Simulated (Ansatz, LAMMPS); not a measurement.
**Structural relaxation of amorphous 84HfO2-16Y2O3 (mol %) (83 atoms)**

Aim: bring amorphous 84HfO2-16Y2O3 (mol %) (83 atoms) to a nearby minimum of the energy and see what moves.

Calculated with Ansatz 0.2.0; Kohn-Sham DFT, PBE, PAW (set soft_2), plane waves.

The raw output is cut from this account; settings, times and results stay.

### Step 1. The system as given

The cell holds 83 atoms: 21 Hf, 8 Y and 54 O. Its edges and angles: a = 10.596 Å, b = 10.596 Å, c = 10.596 Å, α = 90.0°, β = 90.0°, γ = 90.0°. 83 atoms (21 Zr, 8 Er, 54 O) placed at random at 5.75 g/cm³, melted at 5000 K for 10 ps at fixed volume with the Morse and Coulomb pair potential with partial charges (Pedone, Malavasi, Menziani, Cormack and Segre, J. Phys. Chem. B 110, 11780 (2006)). Quenched from 5000 K to 300 K at 50 K/ps and fixed volume, held 5 ps, then minimised at fixed cell. Then Zr was replaced by Hf, Er was replaced by Y (the potential has no terms for the new elements, so the cell is a start for a DFT relaxation).

As a file:

```
Hf Y O
1.0
    10.59580    0.00000    0.00000
     0.00000   10.59580    0.00000
     0.00000    0.00000   10.59580
Hf Y O
21 8 54
Direct
  0.17775 0.48742 0.01832
  0.02453 0.41764 0.73321
  0.46376 0.35743 0.41213
  0.84429 0.38014 0.98772
  0.70160 0.39096 0.69448
  0.94704 0.69943 0.16391
  0.88737 0.94054 0.58915
  0.82943 0.86625 0.88216
  0.13623 0.47624 0.38635
  0.17341 0.83606 0.39546
  0.89459 0.63361 0.47648
  0.47079 0.36572 0.08722
  0.67912 0.80174 0.31093
  0.60517 0.72183 0.60394
  0.93744 0.22002 0.45503
  0.19562 0.18461 0.25006
  0.22060 0.14371 0.55908
  0.17531 0.87278 0.04490
  0.63896 0.11055 0.84863
  0.42333 0.66576 0.23218
  0.38126 0.89109 0.72694
  0.64238 0.62918 0.95314
  0.87635 0.04801 0.14403
  0.38214 0.48887 0.69966
  0.59198 0.09303 0.48490
  0.21054 0.18136 0.88446
  0.76139 0.41965 0.25744
  0.51739 0.97621 0.08906
  0.13242 0.72310 0.71802
  0.20703 0.07904 0.07616
  0.49940 0.48086 0.26295
  0.68211 0.75981 0.78887
  0.38024 0.26378 0.24172
  0.16573 0.28586 0.69644
  0.04729 0.55084 0.58217
  0.72241 0.99314 0.99491
  0.04103 0.35032 0.92891
  0.92844 0.40992 0.39379
  0.36347 0.55207 0.07653
  0.82346 0.25065 0.12952
  0.16515 0.39486 0.20189
  0.64403 0.28579 0.37592
  0.58841 0.97349 0.29158
  0.75957 0.80424 0.50114
  0.85832 0.48438 0.81891
  0.26509 0.66749 0.34453
  0.95093 0.81826 0.73624
  0.49554 0.97071 0.86956
  0.83962 0.86008 0.22498
  0.53320 0.71297 0.40586
  0.88651 0.31982 0.62423
  0.24533 0.84079 0.58249
  0.82760 0.71827 0.00602
  0.22423 0.03095 0.38494
  0.34866 0.83844 0.14137
  0.00397 0.14101 0.28147
  0.11067 0.67408 0.04440
  0.78454 0.00533 0.74806
  0.91934 0.50540 0.11471
  0.53142 0.91302 0.59912
  0.43172 0.69618 0.70045
  0.99014 0.93628 0.98456
  0.60869 0.20552 0.67734
  0.74912 0.57289 0.59311
  0.09066 0.85062 0.21912
  0.02691 0.62780 0.32996
  0.78108 0.63031 0.31151
  0.13757 0.27429 0.42939
  0.03171 0.07904 0.57104
  0.75504 0.26783 0.85893
  0.53141 0.19043 0.00755
  0.65991 0.44486 0.06286
  0.58396 0.74024 0.14268
  0.30411 0.45153 0.48864
  0.54322 0.43810 0.57267
  0.80425 0.07556 0.47284
  0.00344 0.80893 0.49315
  0.30945 0.34262 0.96808
  0.17480 0.53420 0.81156
  0.28654 0.06446 0.72537
  0.24115 0.83988 0.86198
  0.56615 0.48005 0.81934
  0.39996 0.19271 0.49768
```

What the set-up can't give: The quench rate of 50 K/ps far exceeds what a furnace or splat quench reaches, so expect more defects and frozen-in strain than in a real sample. The network of bonds at the start is that of the classical potential that made the cell. Only the Γ point is sampled in the main run, in a cell whose shortest periodic width is 11 Å. Spin–orbit coupling is left out, which matters for the levels of the heavy elements.

### Step 2. The classical run that made the cell

A classical potential makes the cell, at a small fraction of what the same run would cost in DFT.

This step: classical MD, Morse and Coulomb pair potential with partial charges (Pedone, Malavasi, Menziani, Cormack and Segre, J. Phys. Chem. B 110, 11780 (2006)) (LAMMPS 22 Jul 2025 - Update 4).

Input file in.lmp:

```
# melt-quench of Zr21Er8O54
units metal
atom_style charge
boundary p p p
region box block 0 10.5958 0 10.5958 0 10.5958
create_box 3 box
mass 1 91.2240   # Zr
mass 2 167.2590   # Er
mass 3 15.9990   # O
create_atoms 1 random 21 37863 NULL overlap 1.5 maxtry 2000
create_atoms 2 random 8 37870 NULL overlap 1.5 maxtry 2000
create_atoms 3 random 54 37877 NULL overlap 1.5 maxtry 2000
pair_style hybrid/overlay pedone 5.5 coul/long 8.0
pair_coeff * * coul/long
pair_coeff 1 3 pedone 0.206237 2.479675 2.436997 1   # Zr-O
pair_coeff 2 3 pedone 0.040448 2.294078 2.837722 3   # Er-O
pair_coeff 3 3 pedone 0.042395 1.379316 3.618701 22   # O-O
set type 1 charge 2.4
set type 2 charge 1.8
set type 3 charge -1.2
kspace_style pppm 1.0e-4
neigh_modify delay 0 every 1 check yes
thermo_style custom step time temp pe press density
thermo_modify norm yes
timestep 0.002
thermo 100
min_style cg
minimize 1e-4 1e-4 200 2000
reset_timestep 0
velocity all create 5000 37864 mom yes dist gaussian
fix lim all nve/limit 0.05
fix lan all langevin 5000 5000 0.2 37865 zero yes
thermo 500
run 1000 post no
# [... 10 lines left out ...]
thermo 1250
fix md all nvt temp 300 300 0.2
run 2500 post no
unfix md
thermo 100
min_style cg
minimize 0 1e-3 2000 20000
write_dump all custom glass.dump id type xs ys zs modify sort id
```

Launch:

```bash
$ lmp -in in.lmp -log none -nocite
```

Run time: 22 s. Hardware: 1 thread of Intel Xeon 6975P-C (Granite Rapids), shared host; peak memory 0.074 GiB.

### Step 3. Single point at the start

A single point comes first, to see the forces before anything moves.

Input file input.yaml:

```yaml
crystal:
  lattice:
    - [10.5958, 0.0, 0.0]
    - [0.0, 10.5958, 0.0]
    - [0.0, 0.0, 10.5958]
  atoms:
    - { symbol: Hf, position: [0.17775, 0.48742, 0.01832] }
    - { symbol: Hf, position: [0.02453, 0.41764, 0.73321] }
    - { symbol: Hf, position: [0.46376, 0.35743, 0.41213] }
    - { symbol: Hf, position: [0.84429, 0.38014, 0.98772] }
    [... 73 atom lines left out ...]
    - { symbol: O, position: [0.30945, 0.34262, 0.96808] }
    - { symbol: O, position: [0.1748, 0.5342, 0.81156] }
    - { symbol: O, position: [0.28654, 0.06446, 0.72537] }
    - { symbol: O, position: [0.24115, 0.83988, 0.86198] }
    - { symbol: O, position: [0.56615, 0.48005, 0.81934] }
    - { symbol: O, position: [0.39996, 0.19271, 0.49768] }
kpoints:
  mp_grid: { grid: [1, 1, 1] }
hamiltonian:
  xc: pbe
scf:
  occupations: { method: fermi_dirac, width: 0.025 }
output:
  forces: true
```

Launch:

```bash
$ ansatz run input.yaml --threads 4 --pin off --max-ram 8192MiB --backend cpu --events-out ev --progress --plain --runs-dir out
```

The job ended after 19 s (4 threads of Intel Xeon 6975P-C (Granite Rapids), shared host; peak memory 2 GiB).

The run gave:

- free energy: -391720.7921 eV
- free energy per atom: -4719.5276 eV/atom
- SCF cycles: 11
- r.m.s. force component: 0.3641 eV/Å
- longest force: 1.716 eV/Å
- Fermi energy: 11.93 eV

The r.m.s. force component of 0.36 eV/Å sets the starting point.

Neighbours are counted within 2.82 Å (O-Hf), 3.00 Å (O-Y).

Length of the force by element and coordination:

```
element  coordination  atoms  mean length of the force (eV/Å)  spread   least   most
     Hf           all     21                            0.869   0.307   0.414   1.72
     Hf             6     17                            0.875   0.327   0.414   1.72
     Hf             7      4                            0.848   0.205   0.548   1.11
      O           all     54                            0.420   0.174  0.0913  0.932
      O             3     41                            0.412   0.151  0.0913  0.773
      O             4     13                            0.445   0.231   0.189  0.932
      Y           all      8                            0.659   0.254   0.367   1.09
      Y             5      4                            0.650   0.255   0.482   1.09
      Y             6      3                            0.657   0.292   0.367   1.06
      Y             7      1                            0.696       0   0.696  0.696
```

### Step 4. Cell and atoms relaxed

The cell is relaxed with the atoms, since the starting lattice needn't suit this functional.

Edit input.yaml of step 3 so:

```diff
@@ -15 +15,5 @@
   forces: true
+relax:
+  f_tol: 0.04
+  max_steps: 250
+  cell: {}
```

The job ended after 4.8 min (4 threads; peak memory 2.2 GiB).

Step by step:

| step | energy less that of the first step (eV) | largest force component (eV/Å) | pressure (GPa) | volume (Å³) |
| --- | --- | --- | --- | --- |
| 1 | 0.0000 | 1.2370 | -8.36 | 1189.60 |
| 2 | -2.4661 | 1.4308 | 4.24 | 1091.90 |
| 3 | -3.4382 | 0.4537 | 0.29 | 1118.41 |
| 4 | -3.8952 | 0.2758 | -0.21 | 1113.77 |
| 5 | -4.0982 | 0.3047 | 0.04 | 1106.52 |
| 6 | -4.1655 | 0.3962 | 0.17 | 1102.08 |
| 7 | -4.2657 | 0.2697 | 0.02 | 1103.05 |
| 8 | -4.3379 | 0.1829 | 0.00 | 1103.13 |
| 9 | -4.3633 | 0.5059 | 0.08 | 1103.36 |
| 10 | -4.4438 | 0.1424 | -0.04 | 1106.19 |
| 11 | -4.5081 | 0.0928 | -0.04 | 1105.96 |
| 12 | -4.5128 | 0.2526 | -0.01 | 1105.05 |
| 13 | -4.5598 | 0.1325 | -0.01 | 1104.07 |
| 14 | -4.5610 | 0.0625 | -0.01 | 1104.66 |
| 15 | -4.5646 | 0.0131 | 0.00 | 1104.09 |
| 16* | -4.3890 | 0.0140 | -0.36 | 1104.09 |
| 17 | -4.4054 | 0.0273 | -0.02 | 1100.96 |
| 18* | -4.3931 | 0.0273 | -0.03 | 1100.96 |

Relaxation steps marked * repeat the geometry before them on a plane-wave basis chosen anew for their cell, so energy and pressure can jump there.

| cell as run | before | after | change |
| --- | --- | --- | --- |
| a (Å) | 10.596 | 10.572 | -0.2 % |
| b (Å) | 10.596 | 9.990 | -5.7 % |
| c (Å) | 10.596 | 10.428 | -1.6 % |
| α (°) | 90.00 | 90.29 | +0.3 % |
| β (°) | 90.00 | 88.64 | -1.5 % |
| γ (°) | 90.00 | 90.21 | +0.2 % |
| volume (Å³/atom) | 14.33 | 13.26 | -7.5 % |

The atoms that moved most (Å, as changes of fractional coordinates times the final cell):

```csv
atom,dx,dy,dz,length
O33,-0.008,-0.642,-0.690,0.943
O62,-0.107,-0.614,0.131,0.637
O30,-0.558,0.059,-0.130,0.576
O39,0.471,0.181,-0.253,0.564
O75,-0.084,0.432,0.337,0.555
O80,0.453,0.297,-0.023,0.542
O52,0.016,0.515,-0.064,0.519
Y24,-0.156,-0.103,0.476,0.511
```

The relaxation changed the energy by -52.9 meV/atom, and atoms moved by 0.30 Å r.m.s., 0.94 Å at most.

### Step 5. Local order after relaxation

Bonds before and after, by the cutoffs listed below:

```
pair  bonds before  bonds after  mean before (Å)  mean after (Å)  spread before (Å)  spread after (Å)
O-Hf           130          133            2.165           2.142              0.101             0.106
 O-Y            45           50            2.357           2.350              0.150             0.191
```

Density 8.03 g/cm³, 13.26 Å³ an atom.

g(r), total and by pair (bins of 0.2 Å):

```csv
r (Å),total,O-O,O-Hf,O-Y,Hf-Hf,Hf-Y,Y-Y
1.90,0.13,0.00,0.40,0.00,0.00,0.00,0.00
2.10,2.85,0.00,8.18,1.30,0.00,0.00,0.00
2.30,1.65,0.00,2.51,6.60,0.00,0.00,0.00
2.50,0.48,0.79,0.13,0.81,0.00,0.00,0.00
2.70,1.04,2.33,0.05,0.28,0.00,0.00,0.00
2.90,1.19,2.64,0.09,0.36,0.00,0.00,0.00
3.10,0.85,1.69,0.08,0.33,0.80,0.28,0.00
3.30,0.95,1.33,0.21,0.27,2.67,2.37,0.00
3.50,0.97,0.86,0.63,0.33,2.96,3.42,0.00
3.70,0.84,0.33,0.99,0.80,1.86,2.64,3.04
3.90,0.97,0.61,1.04,1.29,1.70,2.09,0.00
4.10,1.12,1.12,1.10,1.08,1.30,0.92,1.57
4.30,0.95,0.81,1.23,0.82,0.00,1.27,3.76
4.50,0.90,0.63,1.24,1.35,0.39,0.51,0.70
4.70,1.08,0.72,1.50,1.98,0.18,0.35,0.00
4.90,1.15,1.03,1.50,1.24,0.50,0.54,0.59
```

Bonds by pair of elements; cutoffs follow the first minimum of g(r), held within bounds set by covalent radii, and pairs that aren't listed don't count as bonded:

| pair A-B | cutoff (Å) | bonds | mean length (Å) | spread (Å) | shortest (Å) | B about A | A about B |
| --- | --- | --- | --- | --- | --- | --- | --- |
| O-Hf | 2.82 | 133 | 2.14 | 0.106 | 1.98 | 2.46 | 6.33 |
| O-Y | 3 | 50 | 2.35 | 0.191 | 2.10 | 0.926 | 6.25 |

How many atoms have how many bonded neighbours:

| element | mean | 3 | 4 | 5 | 6 | 7 | 8 |
| --- | --- | --- | --- | --- | --- | --- | --- |
| Hf | 6.33 | 0 | 0 | 1 | 13 | 6 | 1 |
| O | 3.39 | 33 | 21 | 0 | 0 | 0 | 0 |
| Y | 6.25 | 0 | 0 | 1 | 4 | 3 | 0 |

Bond angles, per cent of each kind in bins of 5°:

| angle (°) | O-Hf-O | O-Y-O | Hf-O-Hf | Hf-O-Y | Y-O-Y |
| --- | --- | --- | --- | --- | --- |
| 60–65 | 0.3 | 3.0 | 0.0 | 0.0 | 0.0 |
| 65–70 | 2.8 | 12.0 | 0.0 | 0.0 | 0.0 |
| 70–75 | 8.9 | 12.0 | 0.0 | 1.0 | 0.0 |
| 75–80 | 14.2 | 6.8 | 0.0 | 1.0 | 0.0 |
| 80–85 | 12.0 | 4.5 | 0.9 | 1.9 | 0.0 |
| 85–90 | 9.5 | 6.8 | 0.9 | 2.9 | 9.1 |
| 90–95 | 7.0 | 9.0 | 4.5 | 11.5 | 0.0 |
| 95–100 | 6.7 | 4.5 | 15.5 | 15.4 | 0.0 |
| 100–105 | 3.6 | 3.0 | 24.5 | 11.5 | 18.2 |
| 105–110 | 2.8 | 3.8 | 10.0 | 13.5 | 0.0 |
| 110–115 | 3.3 | 0.8 | 5.5 | 9.6 | 18.2 |
| 115–120 | 3.3 | 3.8 | 5.5 | 2.9 | 18.2 |
| 120–125 | 0.3 | 1.5 | 8.2 | 7.7 | 0.0 |
| 125–130 | 1.9 | 5.3 | 4.5 | 1.9 | 0.0 |
| 130–135 | 3.3 | 5.3 | 2.7 | 5.8 | 0.0 |
| 135–140 | 3.1 | 3.0 | 4.5 | 3.9 | 18.2 |
| 140–145 | 1.7 | 3.8 | 5.5 | 3.9 | 18.2 |
| 145–150 | 3.9 | 3.0 | 1.8 | 3.9 | 0.0 |
| 150–155 | 2.2 | 3.8 | 1.8 | 1.0 | 0.0 |
| 155–160 | 2.5 | 1.5 | 2.7 | 1.0 | 0.0 |
| 160–165 | 3.9 | 0.8 | 0.9 | 0.0 | 0.0 |
| 165–170 | 1.7 | 0.8 | 0.0 | 0.0 | 0.0 |
| 170–175 | 1.1 | 0.8 | 0.0 | 0.0 | 0.0 |
| 175–180 | 0.0 | 0.8 | 0.0 | 0.0 | 0.0 |

Bond angles (no mean is given where the spread exceeds 20°):

```csv
angle,count,mean (°),spread (°)
O-Hf-O,359,-,-
O-Y-O,133,-,-
Hf-O-Hf,110,114,17.8
Hf-O-Y,104,111,18.4
Y-O-Y,11,119,17.8
```

Bond length by coordination (bonds to H left out):

| element | coordination | atoms | mean bond length (Å) |
| --- | --- | --- | --- |
| Hf | 5 | 1 | 2.04 |
| Hf | 6 | 13 | 2.11 |
| Hf | 7 | 6 | 2.19 |
| Hf | 8 | 1 | 2.22 |
| O | 3 | 33 | 2.14 |
| O | 4 | 21 | 2.27 |
| Y | 5 | 1 | 2.24 |
| Y | 6 | 4 | 2.32 |
| Y | 7 | 3 | 2.41 |

First main peaks of g(r), for some of the pairs, lie near 2.9 Å (O-O), 2.1 Å (O-Hf), 2.3 Å (O-Y), 3.4 Å (Hf-Hf) and 3.4 Å (Hf-Y). By these cutoffs 62 % of Hf atoms have 6, 61 % of O atoms have 3 and 50 % of Y atoms have 6 bonded neighbours.

### Step 6. Single point at the relaxed geometry

One more single point at the end of the walk gives the fuller output and checks the residual forces.

Input file input.yaml:

```yaml
crystal:
  lattice:
    - [10.57085, -0.01852, 0.12484]
    - [-0.01852, 9.99028, -0.0258]
    - [0.12484, -0.0258, 10.42679]
  atoms:
    - { symbol: Hf, position: [0.14298, 0.47972, 0.02192] }
    - { symbol: Hf, position: [0.01896, 0.41463, 0.72979] }
    - { symbol: Hf, position: [0.46521, 0.39278, 0.4457] }
    - { symbol: Hf, position: [0.83535, 0.38334, 0.98951] }
    [... 73 atom lines left out ...]
    - { symbol: O, position: [0.30504, 0.35309, 0.94491] }
    - { symbol: O, position: [0.16074, 0.547, 0.81648] }
    - { symbol: O, position: [0.32944, 0.09427, 0.72274] }
    - { symbol: O, position: [0.22627, 0.87107, 0.85267] }
    - { symbol: O, position: [0.5542, 0.45073, 0.84557] }
    - { symbol: O, position: [0.40375, 0.20746, 0.48581] }
kpoints:
  mp_grid: { grid: [1, 1, 1] }
hamiltonian:
  xc: pbe
scf:
  occupations: { method: fermi_dirac, width: 0.025 }
output:
  forces: true
  stress: true
  populations: true
  dos:
    method: { smearing: { sigma: 0.08 } }
    de: 0.05
    projected: { site_lists: { Hf: [Hf], O: [O], "Y": ["Y"] } }
  eigenvalues: true
  write_density: true
  write_potential: true
  volumetric_format: npy
```

It took 28 s on 4 threads; peak memory 2 GiB.

The run gave:

| Property | Result |
| --- | --- |
| free energy | -391725.1852 eV |
| free energy per atom | -4719.5805 eV/atom |
| SCF cycles | 11 |
| pressure | -0.03304 GPa |
| r.m.s. force component | 0.0076 eV/Å |
| longest force | 0.03691 eV/Å |
| Fermi energy | 13.24 eV |
| gap (highest filled to lowest empty level) | 3.982 eV |
| spilling of the projection | 0.002739 |

Löwdin charges by element and coordination (they lack the spilled electrons, 0.032 e an atom on average):

| element | coordination | atoms | mean charge (e) | spread | least | most |
| --- | --- | --- | --- | --- | --- | --- |
| Hf | all | 21 | 1.42 | 0.0314 | 1.35 | 1.46 |
| Hf | 5 | 1 | 1.37 | 0 | 1.37 | 1.37 |
| Hf | 6 | 13 | 1.41 | 0.0288 | 1.35 | 1.45 |
| Hf | 7 | 6 | 1.44 | 0.0205 | 1.41 | 1.46 |
| Hf | 8 | 1 | 1.43 | 0 | 1.43 | 1.43 |
| O | all | 54 | -0.676 | 0.0267 | -0.736 | -0.621 |
| O | 3 | 33 | -0.672 | 0.0265 | -0.732 | -0.621 |
| O | 4 | 21 | -0.681 | 0.0263 | -0.736 | -0.639 |
| Y | all | 8 | 1.17 | 0.0385 | 1.10 | 1.24 |
| Y | 5 | 1 | 1.17 | 0 | 1.17 | 1.17 |
| Y | 6 | 4 | 1.15 | 0.0365 | 1.10 | 1.20 |
| Y | 7 | 3 | 1.20 | 0.0333 | 1.17 | 1.24 |

States in the cell by windows of 1 eV, zero at the Fermi level; the larger projections on atomic orbitals stand beside the total:

```csv
from (eV),to (eV),total,O p,Hf d,Y d,Hf f
-14,-13,0.0,0.0,0.0,0.0,0.0
-13,-12,227.0,0.7,0.1,0.0,225.9
-12,-11,67.0,0.2,0.0,0.0,66.6
-11,-8,0.0,0.0,0.0,0.0,0.0
-8,-7,0.9,0.6,0.2,0.0,0.0
-7,-6,36.6,25.4,7.5,0.9,0.1
-6,-5,69.7,50.8,13.0,2.5,0.2
-5,-4,69.9,55.4,8.3,2.7,0.2
-4,-3,83.2,72.5,5.1,2.4,0.3
-3,-2,62.4,57.8,2.1,0.9,0.2
-2,-1,1.2,1.1,0.0,0.0,0.0
-1,1,0.0,0.0,0.0,0.0,0.0
1,2,2.0,0.2,1.0,0.3,0.0
2,3,34.8,3.9,21.8,5.7,0.0
3,4,60.4,7.4,36.3,11.3,0.0
4,5,61.9,7.8,29.9,16.5,0.0
```

Between -26 and -14 eV lie 156 more states.

The levels nearest the highest filled one (over half full), pooled over k-points and spins:

```csv
level less the highest filled one (eV),occupation
-0.285,2
-0.241,2
-0.231,2
-0.142,2
-0.0821,2
0,2
3.98,0
4.02,0
4.17,0
4.27,0
4.29,0
4.40,0
```

Electrostatic potential energy in the bc plane at fractional x = 0.151, with atoms of Hf and Y and O within 0.2 Å of it. With pseudopotentials it is smooth inside the atoms' cores, unlike the true potential.

Ten even steps from '0' (-32 eV) to '9' (17 eV), each cell a mean:
```
9998777899852014799998753468
9986324789986567899999988889
9873001589999876899999999999
9874102689999820279999999999
9987556899999810169877899999
9998888778999964687411479999
9999995114898999985000058999
9999994004999999984000048999
9887888558999999986200379999
9865678999999999998766789999
9754578999999999999988999999
9876678889998888999998888999
9988886226875335789987655789
9999983003751001589985201378
9999996226730111589973011168
9998777889852003689974100268
9986334689986557899987434689
9974101479767889999999878899
9974001478313899999999999999
9986434688424899999999998999
9877778899877778998899876678
8301799999864235862158621247
7100699999741102640037400026
8645899998730111674477410037
```
Columns run along b (10.0 Å; values clipped at the 3rd and 97th percentile), rows up along c (10.4 Å). Atoms in or near the plane, at fractional coordinates: Hf at (0.48, 0.02), Hf at (0.49, 0.39), Hf at (0.84, 0.38), Y at (0.74, 0.69), O at (0.08, 0.06), O at (0.28, 0.69), O at (0.67, 0.06), O at (0.28, 0.43), O at (0.55, 0.82).

Valence density in the bc plane at fractional x = 0.151, with atoms of Hf and Y and O within 0.2 Å of it. It is the smooth field of the valence electrons, not physical close to the nuclei.

Values in e/Å³, 13 rows by 16 columns, each cell a mean:
```
 0  0  1  1  0  0  1  5  3  0  0  0  0  1  1  0
 0  0  2  2  0  0  0  0  2  2  0  0  0  0  0  0
 0  0  1  1  0  0  0  1  4  3  0  0  0  0  0  0
 0  0  0  1  4  2  0  0  0  0  1  3  3  1  0  0
 0  0  0  1  3  1  0  0  0  0  1  2  2  1  0  0
 0  1  1  0  0  0  0  0  0  0  0  0  0  0  0  0
 0  0  0  1  2  1  0  1  1  0  0  0  0  1  0  0
 0  0  0  2  5  2  2 17 14  1  0  0  4 15  5  0
 0  0  1  1  1  0  1  8  6  1  0  0  4 13  4  0
 0  0  6  8  1  1  2  1  0  0  0  0  0  1  1  0
 0  0  2  3  0  1  3  1  0  0  0  0  0  0  1  0
 1  4  1  0  0  0  1  2  2  1  2  2  1  3  4  1
 1  4  1  0  0  0  2 21 14  1  3  3  1 10 12  1
```
Columns run along b (10.0 Å), rows up along c (10.4 Å). Atoms in or near the plane, at fractional coordinates: Hf at (0.48, 0.02), Hf at (0.49, 0.39), Hf at (0.84, 0.38), Y at (0.74, 0.69), O at (0.08, 0.06), O at (0.28, 0.69), O at (0.67, 0.06), O at (0.28, 0.43), O at (0.55, 0.82).

Mean Löwdin charges: Hf +1.42, O -0.68, Y +1.17 e. The largest share in the top eV of filled states is O p (93 % of the projected weight), and in the lowest eV of empty states Hf d (64 % of the projected weight).

Local excerpt of 10 atoms (numbers count through the whole input) about Hf6, which has 8 bonded neighbours where the commonest count for Hf is 6; x, y, z are measured from there.

| atom | x | y | z | distance (Å) | bonds | Löwdin charge (e) |
| --- | --- | --- | --- | --- | --- | --- |
| Hf6 | 0.00 | 0.00 | 0.00 | 0.00 | 8 | 1.43 |
| O49 | -1.13 | 1.61 | 0.78 | 2.11 | 3 | -0.63 |
| O53 | -1.53 | -0.17 | -1.46 | 2.13 | 3 | -0.65 |
| O59 | 0.17 | -2.06 | -0.58 | 2.15 | 4 | -0.65 |
| O66 | 1.05 | -0.71 | 1.79 | 2.19 | 4 | -0.67 |
| O57 | 2.01 | -0.35 | -0.90 | 2.23 | 3 | -0.63 |
| O65 | 1.40 | 1.66 | 0.72 | 2.29 | 4 | -0.65 |
| O67 | -1.55 | -0.83 | 1.47 | 2.30 | 4 | -0.67 |
| O62 | 0.36 | 1.66 | -1.60 | 2.33 | 4 | -0.69 |
| Hf18 | 2.49 | 1.61 | -1.09 | 3.16 | 6 | 1.38 |

[end of part 1 of 2]

[Long decimals in the printed logs are rounded to 6 places.]

[Logs are printed without paths, hosts, clocks, repeated set-up lines and the standing remarks that a program may print on its own settings, such as how far it seeks lower states.]

[Hosts, paths, dates, database ids (printed as entryN), source tags and the programs' standing remarks are cut or masked in the printed files.]

[A walk said to have stopped at its limit may instead have ended on an SCF cycle that didn't converge.]
